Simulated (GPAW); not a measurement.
# C2 in line between two Na chains: transmission at several levels, part 2 of 2

Wanted: the zero-bias transmission of C2 in line between two Na chains on a ladder of levels, with run times.

GPAW 26.7.0; GPAW LCAO, PAW setups; Landauer transmission from Green's functions with principal layers (ASE), zero bias.

So far, transmission at the Fermi level (one spin): step 2 (double-zeta polarised basis, PBE, GPAW) 0.101; step 3 (basis szp(dzp), PBE, GPAW) 0.0920; step 4 (basis sz(dzp), PBE, GPAW) 0.111; step 5 (revPBE) 0.0973.

### Step 8. Broadening 1e-05: eta = 1e-05 (continued)

Transmission of the three most open eigenchannels against energy, zero at the Fermi level:

```csv
energy (eV),channel 1,channel 2,channel 3
-2.00,1.3e-12,0,0
-1.85,1.3e-12,0,0
-1.70,1.3e-12,0,0
-1.60,1.3e-12,0,0
-1.45,1.3e-12,0,0
-1.30,1.3e-12,0,0
-1.15,1.2e-12,0,0
-1.05,1.2e-12,0,0
-0.90,1.4e-12,0,0
-0.75,0.584,0,0
-0.60,0.473,0,0
-0.50,0.290,0,0
-0.35,0.191,0,0
-0.20,0.151,0,0
-0.05,0.114,0,0
0.00,0.101,0,0
0.05,0.0886,0,0
0.20,0.0594,0,0
0.35,0.0429,0,0
0.50,0.0348,0,0
0.60,0.0319,0,0
0.75,0.0293,0,0
0.90,0.0275,0,0
1.05,0.0258,0,0
1.15,0.0248,0,0
1.30,0.0236,0,0
1.45,0.0228,0,0
1.60,0.0222,0,0
1.70,0.0215,0,0
1.85,0.0197,2.6e-5,2.6e-5
2.00,0.0152,2.0e-4,2.0e-4
```

The conductance equals that of the dzp run to 0.2 %.

### Step 9. Smearing 0.05: width = 0.05

Smearing helps the SCF of a metal converge, but it blurs occupations at band edges near the Fermi level.

File run.py:

```python
import json
import numpy as np
from ase import Atoms
from ase.transport.calculators import TransportCalculator
from gpaw import GPAW, FermiDirac
from gpaw.lcao.tools import get_lcao_hamiltonian
from scipy.linalg import eigh

# The junction with lead layers at both ends, along the third cell vector
device = Atoms(
    ['Na', 'Na', 'Na', 'Na', 'Na', 'Na', 'C', 'C', 'Na', 'Na', 'Na', 'Na', 'Na', 'Na'],
    positions=[
        [4.50000, 4.50000, 1.65000],
        [4.50000, 4.50000, 4.95000],
        [4.50000, 4.50000, 8.25000],
        [4.50000, 4.50000, 11.55000],
        [4.50000, 4.50000, 14.85000],
        [4.50000, 4.50000, 18.15000],
        [4.50000, 4.50000, 20.29420],
        [4.50000, 4.50000, 21.53420],
        [4.50000, 4.50000, 23.67840],
        [4.50000, 4.50000, 26.97840],
        [4.50000, 4.50000, 30.27840],
        [4.50000, 4.50000, 33.57840],
        [4.50000, 4.50000, 36.87840],
        [4.50000, 4.50000, 40.17840]],
    cell=[[9.0, 0.0, 0.0], [0.0, 9.0, 0.0], [0.0, 0.0, 41.8284]],
    pbc=True)

# One principal layer of the lead: the first 4 atoms of the device
lead = Atoms(
    ['Na', 'Na', 'Na', 'Na'],
    positions=[
        [4.50000, 4.50000, 1.65000],
        [4.50000, 4.50000, 4.95000],
        [4.50000, 4.50000, 8.25000],
        [4.50000, 4.50000, 11.55000]],
    cell=[[9.0, 0.0, 0.0], [0.0, 9.0, 0.0], [0.0, 0.0, 13.2]],
    pbc=True)

settings = dict(mode='lcao', basis='dzp', xc='PBE', h=0.2,
                occupations=FermiDirac(0.05), maxiter=250,
                mixer=dict(beta=0.1, nmaxold=8, weight=100.0),
                convergence=dict(density=0.0001))
energies = np.arange(-2, 2 + 1e-9, 0.05)
eta = 0.0001
n1, n2 = 1, 1
# k and -k transmit alike, so half of the mesh across the current serves
mesh = [(i, j) for i in range(n1) for j in range(n2) if (i, j) <= (-i % n1, -j % n2)]
weights = np.array([1 if (i, j) == (-i % n1, -j % n2) else 2 for i, j in mesh]) / (n1 * n2)

# [... helper functions left out ...]
fermi_lead = ground_state(lead, (1, 1, 9), 'lead.txt')
fermi_device = ground_state(device, (1, 1, 2), 'device.txt')
# [... loop over the mesh left out, but for ...]
        # Shift the lead onto the potential of the device's first layer
        shift = ((H[:, 0, 0] - H0[:, 0, 0]) / S0[0, 0]).real.mean()
# [...]
kT = 8.617333e-5 * 500
bias = [0.1, 0.2, 0.5, 1.0, 1.5, 2.0]
# [... integrals and printing left out ...]
```

Launch:

```
$ OMP_NUM_THREADS=1 OPENBLAS_NUM_THREADS=1 python run.py
```

The job ended after 91 s (1 thread of Arm Neoverse V2, shared host; peak memory 1.5 GiB).

This step gave:

```
conductance                                 : 0.1498 G₀
thermopower                                 : 32.47 μV/K
largest misfit of the first principal layer : 0.05924 eV
shift that aligns the lead                  : -0.008267 eV
transmission at the Fermi level (one spin)  : 0.1506
```

One spin. Transmission, zone mean against energy, zero at the Fermi level:

energy (eV), transmission, zone mean and a bar:
```
   -2.000      0.000 
   -1.800      0.000 
   -1.600      0.000 
   -1.400      0.000 
   -1.200      0.000 
   -1.000      0.000 
   -0.800      0.000 
   -0.600      0.988 ##############################
   -0.400      0.342 ##########
   -0.200      0.220 #######
    0.000      0.151 #####
    0.200      0.075 ##
    0.400      0.044 #
    0.600      0.035 #
    0.800      0.033 #
    1.000      0.030 #
    1.200      0.026 #
    1.400      0.025 #
    1.600      0.025 #
    1.800      0.024 #
    2.000      0.018 #
```

Not self-consistent under bias; the bias window is split evenly. Current through one cell, from the zero-bias transmission against bias:

```
bias (V)  current through one cell, from the zero-bias transmission (μA)
   0.100                                                            1.16
   0.200                                                            2.32
   0.500                                                            5.82
   1.000                                                            14.0
   1.500                                                            25.5
   2.000                                                            26.9
```

The transmission of the three most open eigenchannels by energy, zero at the Fermi level:

```
energy (eV)  channel 1  channel 2  channel 3
     -1.000    9.0e-11    5.0e-12          0
     -0.800     1.3e-4     8.5e-7    3.7e-11
     -0.600      0.988    7.4e-11    9.2e-12
     -0.400      0.342    8.8e-11    1.2e-11
     -0.200      0.220    9.0e-11    1.2e-11
      0.000      0.151    8.9e-11    1.2e-11
      0.200     0.0750    8.6e-11    1.2e-11
      0.400     0.0442    8.2e-11    1.1e-11
      0.600     0.0354    7.8e-11    1.1e-11
      0.800     0.0327    7.3e-11    1.0e-11
      1.000     0.0297    6.8e-11    1.0e-11
      1.200     0.0264    6.2e-11    9.4e-12
      1.400     0.0248    5.6e-11    8.7e-12
      1.600     0.0246    5.0e-11    7.9e-12
      1.800     0.0236     4.7e-6     4.7e-6
      2.000     0.0179     1.6e-4     1.6e-4
```

The conductance, 0.150 G₀, lies 48 % above that of the dzp run.

### Step 10. Outcome

```yaml
conductance: 0.101 G₀
transmission_at_the_fermi_level_mean_of_the_spins: 0.101
thermopower: 28.7 μV/K
```

In the dzp basis the junction conducts 0.101 G₀ at 500 K, with T = 0.101 a spin at the Fermi level; the szp basis reaches that conductance within 10 %. At the Fermi level one eigenchannel carries the current (0.10). The positive thermopower says that the thermally weighted transmission is larger below the Fermi level, as for hole-like transport. Measured against the first run (dzp), the nearest curve is that of dzp-revPBE (r.m.s. 0.044) and the farthest that of sz (0.18). Over the compared runs wall time goes from 48 s (sz) to 78 s (dzp), on a shared host. A change of numerical settings alone (smearing 0.05) gives 0.150 G₀, so the conductance is not converged in them and the ranking of the bases holds for these settings only. The geometry was built from estimated bond lengths and not relaxed, so the numbers describe this model structure. An evenly spaced straight chain is an idealisation: free chains tend to dimerise, zigzag or, where a band edge lies near the Fermi level, turn magnetic. The currents use the zero-bias T(E) throughout, which holds only while the bias is small against the distance to the nearest feature.

[Logs are printed without paths, hosts, clocks, repeated set-up lines and the standing remarks that a program may print on its own settings, such as how far it seeks lower states.]

[Hosts, paths, dates, database ids (printed as entryN), source tags and the programs' standing remarks are cut or masked in the printed files.]
